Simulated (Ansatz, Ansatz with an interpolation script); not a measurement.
An input for Ansatz 0.2.0 (AcOCl (P4/nmm)):

```yaml
crystal:
  lattice:
    - [4.25, 0.0, 0.0]
    - [0.0, 4.25, 0.0]
    - [0.0, 0.0, 7.08]
  atoms:
    - { symbol: Ac, position: [0.0, 0.5, 0.18] }
    - { symbol: Ac, position: [0.5, 0.0, 0.82] }
    - { symbol: Cl, position: [0.0, 0.5, 0.64] }
    - { symbol: Cl, position: [0.5, 0.0, 0.36] }
    - { symbol: O, position: [0.0, 0.0, 0.0] }
    - { symbol: O, position: [0.5, 0.5, 0.0] }
kpoints:
  mp_grid: { grid: [4, 4, 2] }
hamiltonian:
  xc: lda
  pseudopotentials:
    kind: paw
    azcp: { Cl: "soft_1/Cl.paw.azcp", O: "soft_1/O.paw.azcp" }
    xc_functional: pbe
scf:
  occupations: { method: fixed }
gw:
  n_empty_bands: 247
  ecut_chi: 90
  qp_bands: [v12, c1]
  screening: { model: contour_deformation }
```

The database entry behind the starting cell is an old determination (1949), so it need not match the best structure at ambient conditions.

```sh
ansatz run input.yaml --threads 8 --pin off --max-ram 18432MiB --backend cpu --events-out ev --progress --plain --runs-dir out
```

Question: Estimate wall time and host memory on 8 threads of AMD EPYC 9B45 (Zen 5), shared host.

It took 33 s; on shared hardware allow 17 s to 67 s. Peak host memory was 2.2 GiB. The sizes that set the cost: 4193 plane waves a state, 12 irreducible k points, 281 bands summed, 263 plane waves in the screening and 9 SCF cycles.

The screening grows as filled bands × empty bands × pairs of k points, times the square of the screening basis for the matrix.

[Paths, hosts, dates, memory and timing lines, banners, echoed tables and standing remarks are left out of the program output.]

[Logs are printed without paths, hosts, clocks, repeated set-up lines and the standing remarks that a program may print on its own settings, such as how far it seeks lower states.]

[Runs of the session that timed out or met a known fault of the program may be left out.]

[Hosts, paths, dates, database ids (printed as entryN), source tags and the programs' standing remarks are cut or masked in the printed files.]
